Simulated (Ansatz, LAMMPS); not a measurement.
# Which site? As in place of Si in amorphous Si (81 atoms), part 2 of 3

At which site of amorphous Si (81 atoms) does As in place of Si cost least, and what about the site decides it?

Ansatz 0.2.0; Kohn-Sham DFT, PBE, PAW (set soft_2), plane waves.

The cell: 81 Si. The quench rate of 5 K/ps is orders of magnitude faster than experiment. The network of bonds at the start is that of the classical potential that made the cell. Sampling is at Γ alone, for a cell whose shortest periodic width is 12 Å.

So far. Step 2 (Single point at the start): The r.m.s. force at the start is 0.70 eV/Å. Step 3 (Relaxation): The relaxation converged after 14 steps, 7.41 eV below its start, with a largest force component of 0.018 eV/Å.

## 4. Single point at the relaxed geometry

One more single point at the end of the walk gives the fuller output and checks the residual forces.

input.yaml

```yaml
crystal:
  lattice:
    - [11.8225, 0.0, 0.0]
    - [0.0, 11.8225, 0.0]
    - [0.0, 0.0, 11.8225]
  atoms:
    - { symbol: Si, position: [0.42691, 0.42774, 0.81216] }
    - { symbol: Si, position: [0.01075, 0.50006, 0.216] }
    - { symbol: Si, position: [0.73997, 0.08727, 0.53947] }
    - { symbol: Si, position: [0.81137, 0.92207, 0.44514] }
    - { symbol: Si, position: [0.10855, 0.17228, 0.71842] }
    - { symbol: Si, position: [0.49599, 0.91306, 0.82273] }
    [... 69 atom lines left out ...]
    - { symbol: Si, position: [0.05975, 0.89031, 0.63818] }
    - { symbol: Si, position: [0.09647, 0.52281, 0.55579] }
    - { symbol: Si, position: [0.14127, 0.75903, 0.75706] }
    - { symbol: Si, position: [0.59432, 0.0919, 0.80687] }
    - { symbol: Si, position: [0.35262, 0.8119, 0.19178] }
    - { symbol: Si, position: [0.70224, 0.55825, 0.78081] }
kpoints:
  mp_grid: { grid: [1, 1, 1] }
hamiltonian:
  xc: pbe
scf:
  occupations: { method: fermi_dirac, width: 0.025 }
output:
  forces: true
  stress: true
  populations: true
  dos:
    method: { smearing: { sigma: 0.1 } }
    de: 0.1
    projected: { site_lists: { Si: [Si] } }
  eigenvalues: true
  write_density: true
  write_potential: true
  volumetric_format: npy
  elf: true
```

Launch:

```sh
> ansatz run input.yaml --threads 4 --pin off --max-ram 8192MiB --backend cpu --events-out ev --progress --plain --runs-dir out
```

Numbers of over 12 decimals in the logs are rounded to 6 here.

The program printed:

```text
[...]
Crystal: 81 atoms, lattice volume = 1652.449 Å³
Basis set: ecut = 420 eV, 32423 PW (Γ), exchange–correlation on 160×160×160 points (8 copies of the dense FFT grid, shifted against one another)
Bands: 243, of which v1, the nominal top of the filled ones, is band 162 counted from 1 (161 counted from 0)
Symmetry: 1 space group operations
[...]
k-points: 1
[...]
SCF iter   1: F=—  HF=-51483.045807 eV  |F-HF|=—  |Δ(HF+E_count)|=         —  Δρ=3.29e-3  dr2=4.80e-1  ethr=1.77e-3  ⟨swp⟩=6.0  Hψ=1120  notcnv=0  defer=40
[...]
SCF iter  11: F=-51482.983840 eV  HF=-51482.983840 eV  |F-HF|=8.53e-9  |Δ(HF+E_count)|=   1.48e-7  Δρ=5.66e-7  dr2=3.35e-8  ethr=3.09e-11  ⟨swp⟩=23.0  Hψ=2103  notcnv=0
SCF 1 converged in 11 iterations: F = -51482.983840 eV  dr2 = 3.35e-8
[...]
SCF converged after 11 iterations
Free energy (F): -51482.983840 eV
[...]
Internal energy: -51482.976975 eV  (E = F + TS)
E sigma→0 (E₀):  -51482.980407 eV
Entropy (-TS):   -0.006865 eV (-0.085 meV/atom)
Fermi energy:    6.146126 eV
[...]
--- Forces (eV/Å), atoms counted from 1 ---
  atom   1  Si    -0.01361891     0.01062084    -0.01024444
  atom   2  Si    -0.00386879    -0.00298731    -0.00078740
  atom   3  Si    -0.00292083    -0.00114029     0.00636668
  atom   4  Si    -0.00483675     0.00445457     0.00332387
  atom   5  Si    -0.00354280     0.00385383     0.00079778
  atom   6  Si     0.00030961    -0.00726274    -0.00963163
  atom   7  Si     0.00128647    -0.00375509    -0.00121156
  atom   8  Si     0.00575988     0.00184708    -0.00152982
  atom   9  Si     0.00306259    -0.00097002     0.00610282
  atom  10  Si     0.00626840    -0.00108472     0.00100431
  atom  11  Si     0.00153957     0.00110116    -0.00049058
  atom  12  Si     0.00335204    -0.00023521     0.01140884
  atom  13  Si     0.00450231    -0.00457064    -0.00240505
  atom  14  Si    -0.00069206    -0.00203595     0.00573486
[...]
atom  80  Si     0.00389828     0.00380813     0.00522057
  atom  81  Si    -0.00006238     0.01120959    -0.00677974
  max |Σ_I F_I| component: 5.81e-6 eV/Å
--- Stress (GPa, compression-positive) ---
        0.745052       0.705925      -0.972261
        0.705925      -0.130641      -1.753338
       -0.972261      -1.753338       2.639855
  P = ⅓ Tr σ = 1.0848 GPa (10.848 kbar)
--- Band table (eV) ---
[...]
--- Löwdin populations: 81 sites ---
  site symbol       q [e]
     0     Si      3.9740
     1     Si      3.9220
     2     Si      3.9626
[...]
80     Si      3.9702
  spilling = 0.011122 (of n_electrons = 324.000000)
```

Wall time 9.8 s (4 threads of Intel Xeon 6975P-C (Granite Rapids), shared host); peak memory 1.6 GiB.

The run gave:

* free energy: -51482.9838 eV
* free energy per atom: -635.5924 eV/atom
* SCF cycles: 11
* pressure: 1.085 GPa
* r.m.s. force component: 0.00569 eV/Å
* longest force: 0.02313 eV/Å
* Fermi energy: 6.146 eV
* gap (highest filled to lowest empty level): 0.2174 eV
* spilling of the projection: 0.01112

The mean of these charges, 0.044 e, is only the charge that the projection spills.

Löwdin charges by element and coordination (they lack the spilled electrons, 0.044 e an atom on average):

| element | coordination | atoms | mean charge (e) | spread | least | most |
| --- | --- | --- | --- | --- | --- | --- |
| Si | all | 81 | 0.0445 | 0.021 | -0.011 | 0.0953 |
| Si | 3 | 1 | 0.0224 | 0 | 0.0224 | 0.0224 |
| Si | 4 | 77 | 0.0456 | 0.0209 | -0.011 | 0.0953 |
| Si | 5 | 3 | 0.0241 | 0.0066 | 0.015 | 0.0304 |

Density of states as counts of states in windows of 0.5 eV (from the Fermi level), total and the larger projections:

| from (eV) | to (eV) | total | Si p | Si s |
| --- | --- | --- | --- | --- |
| -10 | -9.5 | 10.3 | 3.4 | 6.8 |
| -9.5 | -9 | 7.9 | 2.7 | 5.1 |
| -9 | -8.5 | 9.9 | 3.5 | 6.3 |
| -8.5 | -8 | 15.6 | 5.8 | 9.7 |
| -8 | -7.5 | 11.5 | 4.6 | 6.8 |
| -7.5 | -7 | 11.8 | 5.5 | 6.2 |
| -7 | -6.5 | 9.8 | 5.3 | 4.5 |
| -6.5 | -6 | 11.2 | 6.5 | 4.6 |
| -6 | -5.5 | 9.4 | 6.2 | 3.1 |
| -5.5 | -5 | 10.7 | 7.6 | 3.0 |
| -5 | -4.5 | 15.1 | 11.5 | 3.4 |
| -4.5 | -4 | 11.6 | 9.5 | 2.0 |
| -4 | -3.5 | 17.4 | 14.9 | 2.4 |
| -3.5 | -3 | 20.4 | 18.1 | 2.1 |
| -3 | -2.5 | 27.0 | 24.7 | 2.0 |
| -2.5 | -2 | 27.8 | 25.7 | 1.8 |
| -2 | -1.5 | 23.7 | 22.1 | 1.3 |
| -1.5 | -1 | 18.9 | 17.5 | 1.0 |
| -1 | -0.5 | 11.2 | 10.3 | 0.7 |
| -0.5 | 0 | 6.4 | 5.5 | 0.7 |
| 0 | 0.5 | 5.5 | 4.0 | 1.2 |
| 0.5 | 1 | 13.3 | 8.3 | 3.7 |
| 1 | 1.5 | 15.2 | 9.6 | 3.8 |
| 1.5 | 2 | 21.6 | 13.5 | 4.9 |
| 2 | 2.5 | 23.6 | 15.3 | 4.3 |
| 2.5 | 3 | 27.5 | 17.5 | 4.6 |

Between -13 and -10 eV lie 37 more states.

The levels nearest the highest filled one (over half full), pooled over k-points and spins:

| level less the highest filled one (eV) | occupation |
| --- | --- |
| -0.654 | 2 |
| -0.592 | 2 |
| -0.447 | 2 |
| -0.221 | 2 |
| -0.143 | 2 |
| 0 | 1.97 |
| 0.217 | 0.026 |
| 0.474 | 0 |
| 0.61 | 0 |
| 0.719 | 0 |
| 0.78 | 0 |
| 0.874 | 0 |

ELF in the ab plane at fractional z = 0.718, with atoms of Si within 0.2 Å of it. It is the smooth field of the valence electrons, not physical close to the nuclei.

Ten even steps from '0' (0.01) to '9' (0.93), each cell a mean:
```
998520000001112344321026898644578
997531000000246776421157999731258
667774210002578997521476555641124
468997521014678986312575333653111
368986542113677653212476556642101
356534675212455421001234565421112
666547997423444310000001222112345
766568997566655553222222211124677
753235776789633687556776532113677
863101345788533688679997653102578
875310012466655665568986676311468
345530000125788642236666898645664
335641000014788631001236887458984
357742000013577641000014653348996
567653100002578763100003553337876
245554210001478875200002578765432
125676310012466666520002478864100
247887421246763435651001356542000
355556666679995347863000134421001
453336998658997578874211245531002
786448998443664357886544556653224
899767886333431125777766533477656
677533345566531013666666422489974
676310012344311013443335655578865
```
Columns run along a (11.8 Å), rows up along b (11.8 Å). Atoms in or near the plane, at fractional coordinates: Si at (0.11, 0.17), Si at (0.31, 0.13), Si at (0.46, 0.25), Si at (0.01, 0.47), Si at (0.82, 0.41), Si at (0.41, 0.61), Si at (0.75, 0.86), Si at (0.78, 0.06).

Electrostatic potential energy in the ab plane at fractional z = 0.718, with atoms of Si within 0.2 Å of it. With pseudopotentials it is smooth inside the atoms' cores, unlike the true potential.

Ten even steps from '0' (-49 eV) to '9' (10 eV), each cell a mean:
```
789999999999999999999999888899876
888899999999999999999998768999998
888899999999987789999984103799999
988888999999876689999973001799999
998645789999987889999986446899999
998411589999999999999999888999999
998644689999999999999999999999999
899888888998766899999999999999988
899999988887300489989999999999988
999999999997200278888877789999998
778999999998644689998865689999998
126899999999988999999877888899973
004899999999999999999999875357850
236899999999988999999999840015874
889999999999999999999999851016898
999999999999998889999999986578999
999999999999975347999999999999999
998889999999850004899999999999999
985236899888861015899999999999999
961002787435787668999999999999999
973114884000589999999999877899999
887778985102689999888998511379988
578999998767899999989997300168864
478999999999999999999998633589853
```
Columns run along a (11.8 Å; values clipped at the 3rd and 97th percentile), rows up along b (11.8 Å). Atoms in or near the plane, at fractional coordinates: Si at (0.11, 0.17), Si at (0.31, 0.13), Si at (0.46, 0.25), Si at (0.01, 0.47), Si at (0.82, 0.41), Si at (0.41, 0.61), Si at (0.75, 0.86), Si at (0.78, 0.06).

Between filled and empty levels lie 0.217 eV (at Γ alone); a semilocal functional tends to put such gaps too low. In a disordered cell it changes from sample to sample, and tail or defect levels can set it. Löwdin charges run from -0.01 to +0.10 e, about a mean that is the spilled charge alone. Within 0.4 eV of the Fermi level the largest share is Si p (85 % of the projected weight).

## 5. As on a site of Si, site Si48

The site has 3 bonded neighbours (Si3) at 2.32 Å on average, by cutoffs that count no bonds between two metal atoms or like ions. The change is made in the relaxed cell and the atoms are relaxed again.

input.yaml

```yaml
crystal:
  lattice:
    - [11.8225, 0.0, 0.0]
    - [0.0, 11.8225, 0.0]
    - [0.0, 0.0, 11.8225]
  atoms:
    [... atom lines 1 to 44 left out ...]
    - { symbol: Si, position: [0.46359, 0.24892, 0.72337] }
    - { symbol: Si, position: [0.01101, 0.47397, 0.72653] }
    - { symbol: Si, position: [0.82228, 0.41448, 0.71838] }
    - { symbol: As, position: [0.43974, 0.84473, 0.64965] }
    - { symbol: Si, position: [0.95082, 0.7949, 0.05766] }
    - { symbol: Si, position: [0.39879, 0.11963, 0.04866] }
    - { symbol: Si, position: [0.80732, 0.25494, 0.83761] }
    [... atom lines 52 to 81 left out ...]
kpoints:
  mp_grid: { grid: [1, 1, 1] }
hamiltonian:
  xc: pbe
scf:
  occupations: { method: fermi_dirac, width: 0.025 }
output:
  forces: true
  eigenvalues: true
relax:
  f_tol: 0.05
  max_steps: 90
```

The program printed:

```text
[...]
Crystal: 81 atoms, lattice volume = 1652.449 Å³
Basis set: ecut = 420 eV, 32423 PW (Γ), exchange–correlation on 160×160×160 points (8 copies of the dense FFT grid, shifted against one another)
Bands: 249, of which v1, the nominal top of the filled ones, is band 168 counted from 1 (167 counted from 0)
Symmetry: 1 space group operations
[...]
k-points: 1
[...]
SCF iter   1: F=—  HF=-55704.084427 eV  |F-HF|=—  |Δ(HF+E_count)|=         —  Δρ=3.13e-3  dr2=4.43e-1  ethr=1.77e-3  ⟨swp⟩=7.0  Hψ=1140  notcnv=0  defer=40
[...]
SCF iter   6: F=—  HF=-55704.030543 eV  |F-HF|=—  |Δ(HF+E_count)|=   3.17e-4  Δρ=3.51e-5  dr2=1.33e-4  ethr=1.17e-7  ⟨swp⟩=2.0  Hψ=281  notcnv=0  defer=71
SCF iter   7: F=-55704.030591 eV  HF=-55704.030590 eV  |F-HF|=1.08e-6  |Δ(HF+E_count)|=   4.73e-5  Δρ=1.45e-5  dr2=1.85e-5  ethr=1.87e-8  ⟨swp⟩=13.0  Hψ=1532  notcnv=0
SCF 1 converged in 7 iterations: F = -55704.030591 eV  dr2 = 1.85e-5
[...]
relax step   1: F+E_penalty+E_count = -55704.03059115 eV  Δ(F+E_penalty+E_count) = +0.000e0 eV  max|allowed force component| = 6.394e-1 eV/Å  Δτ_max = 0.0000 Å  (7 SCF iters, dr2 threshold 6.25e-5 eV, accepted)
[...]
relax step   2: F+E_penalty+E_count = -55704.12737951 eV  Δ(F+E_penalty+E_count) = -9.679e-2 eV  max|allowed force component| = 1.568e-1 eV/Å  Δτ_max = 0.0768 Å  (5 SCF iters, dr2 threshold 2.56e-5 eV, accepted)
[...]
relax step   3: F+E_penalty+E_count = -55704.14431035 eV  Δ(F+E_penalty+E_count) = -1.693e-2 eV  max|allowed force component| = 8.786e-2 eV/Å  Δτ_max = 0.0578 Å  (9 SCF iters, accepted)
[...]
relax step   4: F+E_penalty+E_count = -55704.14765243 eV  Δ(F+E_penalty+E_count) = -3.342e-3 eV  max|allowed force component| = 4.253e-2 eV/Å  Δτ_max = 0.0147 Å  (7 SCF iters, accepted)
SCF converged after 7 iterations
Free energy (F): -55704.147652 eV
[...]
Internal energy: -55704.102407 eV  (E = F + TS)
E sigma→0 (E₀):  -55704.125030 eV
Entropy (-TS):   -0.045245 eV (-0.559 meV/atom)
Fermi energy:    6.169361 eV
[...]
Σ components = -55704.147652   (vs F -55704.147652, Δ=0.00e0)
--- Forces (eV/Å), atoms counted from 1 ---
  atom   1  Si    -0.00185603     0.00045833     0.00522692
  atom   2  Si    -0.00414407     0.00389624     0.00541795
  atom   3  Si    -0.00183399    -0.00104851     0.00113303
  atom   4  Si    -0.00461169    -0.00090298     0.01034292
[...]
atom  81  Si    -0.00358895    -0.00294705    -0.00125084
  max |Σ_I F_I| component: 2.12e-5 eV/Å
--- Band table (eV) ---
[...]
--- Relaxed structure (4 steps of the walk, 4 accepted, 0 SCFs on fresh bases) ---
  F+E_penalty+E_count = -55704.14765243 eV   max|allowed force component| = 4.253e-2 eV/Å
  atoms:
    - { symbol: Si, position: [0.427661, 0.425559, 0.812815] }
    - { symbol: Si, position: [0.010227, 0.501958, 0.217969] }
    - { symbol: Si, position: [0.741734, 0.088127, 0.540527] }
    - { symbol: Si, position: [0.810374, 0.921634, 0.446215] }
[...]
- { symbol: Si, position: [0.700486, 0.559623, 0.779867] }
```

Run time: 26 s. Hardware: 4 threads; peak memory 1.7 GiB.

The relaxation converged after 4 steps, 0.117 eV below its start, with a largest force component of 0.043 eV/Å.

The surroundings of the As atom, after relaxation, nearest first, numbered as they follow in the input and with coordinates relative to it.

| atom | x | y | z | distance (Å) | bonds |
| --- | --- | --- | --- | --- | --- |
| As48 | 0.00 | 0.00 | 0.00 | 0.00 | 3 |
| Si6 | 0.80 | 0.79 | 2.07 | 2.35 | 4 |
| Si43 | -0.59 | 2.08 | -0.93 | 2.35 | 4 |
| Si44 | 2.14 | -0.63 | -0.80 | 2.37 | 4 |
| Si74 | -1.77 | -1.07 | -2.20 | 3.02 | 4 |
| Si54 | -0.25 | -2.88 | 0.93 | 3.04 | 4 |
| Si57 | 0.41 | -1.47 | 2.88 | 3.26 | 4 |
| Si17 | -2.64 | 1.05 | -1.62 | 3.27 | 4 |
| Si12 | -2.25 | -2.39 | -0.30 | 3.30 | 4 |
| Si42 | 1.74 | -2.91 | -0.25 | 3.40 | 4 |

The column of bonds counts only the pairs Si-Si within 2.88 Å, Si-As within 2.77 Å; other neighbours, such as metal atoms beside each other in a compound, aren't counted, and periodic images can show an atom twice.

The largest move is 0.10 Å, by As48.

## 6. As on a site of Si, site Si55

The site has 5 bonded neighbours (Si5) at 2.55 Å on average. 

input.yaml, the sections that differ from step 5:

```yaml
crystal:
  lattice:
    - [11.8225, 0.0, 0.0]
    - [0.0, 11.8225, 0.0]
    - [0.0, 0.0, 11.8225]
  atoms:
    [... atom lines 1 to 51 left out ...]
    - { symbol: Si, position: [0.63661, 0.82602, 0.37865] }
    - { symbol: Si, position: [0.97762, 0.65479, 0.79942] }
    - { symbol: Si, position: [0.41284, 0.60849, 0.7285] }
    - { symbol: As, position: [0.74605, 0.79428, 0.05594] }
    - { symbol: Si, position: [0.89502, 0.7934, 0.57461] }
    - { symbol: Si, position: [0.46648, 0.72514, 0.89297] }
    - { symbol: Si, position: [0.01673, 0.12159, 0.05598] }
    [... atom lines 59 to 81 left out ...]
# kpoints, hamiltonian, scf, output, relax: as in step 5
```

The program printed:

```text
[...]
Crystal: 81 atoms, lattice volume = 1652.449 Å³
Basis set: ecut = 420 eV, 32423 PW (Γ), exchange–correlation on 160×160×160 points (8 copies of the dense FFT grid, shifted against one another)
Bands: 249, of which v1, the nominal top of the filled ones, is band 168 counted from 1 (167 counted from 0)
Symmetry: 1 space group operations
[...]
k-points: 1
[...]
SCF iter   1: F=—  HF=-55703.211387 eV  |F-HF|=—  |Δ(HF+E_count)|=         —  Δρ=3.45e-3  dr2=6.06e-1  ethr=1.77e-3  ⟨swp⟩=6.0  Hψ=1141  notcnv=0  defer=40
[...]
SCF iter   7: F=—  HF=-55703.135772 eV  |F-HF|=—  |Δ(HF+E_count)|=   1.63e-4  Δρ=2.67e-5  dr2=7.76e-5  ethr=6.41e-8  ⟨swp⟩=2.0  Hψ=323  notcnv=0  defer=71
SCF iter   8: F=-55703.135802 eV  HF=-55703.135797 eV  |F-HF|=4.03e-6  |Δ(HF+E_count)|=   2.50e-5  Δρ=1.03e-5  dr2=7.04e-6  ethr=1.87e-8  ⟨swp⟩=16.0  Hψ=1500  notcnv=0
SCF 1 converged in 8 iterations: F = -55703.135802 eV  dr2 = 7.04e-6
[...]
relax step   1: F+E_penalty+E_count = -55703.13580151 eV  Δ(F+E_penalty+E_count) = +0.000e0 eV  max|allowed force component| = 7.428e-1 eV/Å  Δτ_max = 0.0000 Å  (8 SCF iters, dr2 threshold 6.25e-5 eV, accepted)
[...]
relax step   2: F+E_penalty+E_count = -55703.38039659 eV  Δ(F+E_penalty+E_count) = -2.446e-1 eV  max|allowed force component| = 2.363e-1 eV/Å  Δτ_max = 0.1537 Å  (6 SCF iters, dr2 threshold 3.45e-5 eV, accepted)
[...]
relax step   3: F+E_penalty+E_count = -55703.42930616 eV  Δ(F+E_penalty+E_count) = -4.891e-2 eV  max|allowed force component| = 1.944e-1 eV/Å  Δτ_max = 0.0786 Å  (7 SCF iters, dr2 threshold 3.49e-6 eV, accepted)
relax step   4: F+E_penalty+E_count = -55703.44976782 eV  Δ(F+E_penalty+E_count) = -2.046e-2 eV  max|allowed force component| = 1.591e-1 eV/Å  Δτ_max = 0.0579 Å  (6 SCF iters, dr2 threshold 3.82e-6 eV, accepted)
relax step   5: F+E_penalty+E_count = -55703.46392941 eV  Δ(F+E_penalty+E_count) = -1.416e-2 eV  max|allowed force component| = 1.023e-1 eV/Å  Δτ_max = 0.0678 Å  (6 SCF iters, dr2 threshold 1.69e-5 eV, accepted)
relax step   6: F+E_penalty+E_count = -55703.46854722 eV  Δ(F+E_penalty+E_count) = -4.618e-3 eV  max|allowed force component| = 4.696e-2 eV/Å  Δτ_max = 0.0449 Å  (6 SCF iters, dr2 threshold 4.32e-6 eV, accepted)
[...]
relax step   7: F+E_penalty+E_count = -55703.46854804 eV  Δ(F+E_penalty+E_count) = -8.171e-7 eV  max|allowed force component| = 4.700e-2 eV/Å  Δτ_max = 0.0000 Å  (4 SCF iters, accepted)
SCF converged after 4 iterations
Free energy (F): -55703.468548 eV
[...]
Internal energy: -55703.431742 eV  (E = F + TS)
E sigma→0 (E₀):  -55703.450145 eV
Entropy (-TS):   -0.036806 eV (-0.454 meV/atom)
Fermi energy:    6.194699 eV
[...]
Σ components = -55703.468548   (vs F -55703.468548, Δ=0.00e0)
--- Forces (eV/Å), atoms counted from 1 ---
  atom   1  Si     0.00402478     0.00445244    -0.00527084
  atom   2  Si    -0.00318386    -0.00840984     0.01239654
  atom   3  Si    -0.00728045     0.00229141     0.00412441
  atom   4  Si     0.00511556     0.00542323    -0.00187570
[...]
atom  81  Si     0.00308756     0.00000556     0.00023185
  max |Σ_I F_I| component: 6.18e-5 eV/Å
--- Band table (eV) ---
[...]
--- Relaxed structure (7 steps of the walk, 7 accepted, 0 SCFs on fresh bases) ---
  F+E_penalty+E_count = -55703.46854804 eV   max|allowed force component| = 4.700e-2 eV/Å
  atoms:
    - { symbol: Si, position: [0.419690, 0.424580, 0.801560] }
    - { symbol: Si, position: [0.011937, 0.503470, 0.217671] }
    - { symbol: Si, position: [0.740861, 0.089249, 0.543191] }
    - { symbol: Si, position: [0.810978, 0.923989, 0.447644] }
[...]
- { symbol: Si, position: [0.698669, 0.554984, 0.782859] }
```

Wall time 41 s (4 threads); peak memory 1.8 GiB; 2.6 min of CPU time.

The relaxation converged after 7 steps, 0.333 eV below its start, with a largest force component of 0.047 eV/Å.

The surroundings of the As atom, after relaxation, nearest first, numbered as they follow in the input and with coordinates relative to it.

| atom | x | y | z | distance (Å) | bonds |
| --- | --- | --- | --- | --- | --- |
| As55 | 0.00 | 0.00 | 0.00 | 0.00 | 3 |
| Si32 | -0.09 | -1.13 | 2.17 | 2.45 | 4 |
| Si49 | 2.44 | -0.13 | -0.07 | 2.45 | 4 |
| Si21 | -0.58 | 2.40 | 0.84 | 2.61 | 4 |
| Si27 | 0.68 | -1.07 | -2.66 | 2.94 | 3 |
| Si24 | -1.92 | -2.31 | -0.64 | 3.07 | 3 |
| Si15 | -1.24 | -3.03 | 1.50 | 3.60 | 4 |
| Si31 | 3.25 | -0.08 | 2.15 | 3.90 | 4 |
| Si9 | 1.50 | 3.33 | 1.42 | 3.91 | 4 |
| Si39 | 3.13 | -2.25 | -0.93 | 3.96 | 4 |
| Si52 | -1.25 | 0.24 | 3.76 | 3.97 | 5 |
| Si40 | 2.00 | -1.88 | 2.91 | 4.00 | 4 |
| Si57 | -3.28 | -0.99 | -2.07 | 4.00 | 4 |
| Si11 | 3.41 | 1.67 | -1.29 | 4.01 | 4 |

The column of bonds counts only the pairs Si-Si within 2.77 Å, Si-As within 2.77 Å; other neighbours, such as metal atoms beside each other in a compound, aren't counted, and periodic images can show an atom twice.

The largest move is 0.33 Å, by Si24.

## 7. As on a site of Si, site Si20

The site has 4 bonded neighbours (Si4) at 2.39 Å on average. 

Input and log are left out; they have the form of those shown for this kind of step.

Run time: 25 s. Hardware: 4 threads of Intel Xeon 6975P-C (Granite Rapids), shared host; peak memory 1.7 GiB.

The relaxation converged after 4 steps, 0.199 eV below its start, with a largest force component of 0.021 eV/Å.

(Part 2 of 3 ends here.)

[Logs are printed without paths, hosts, clocks, repeated set-up lines and the standing remarks that a program may print on its own settings, such as how far it seeks lower states.]

[Hosts, paths, dates, database ids (printed as entryN), source tags and the programs' standing remarks are cut or masked in the printed files.]
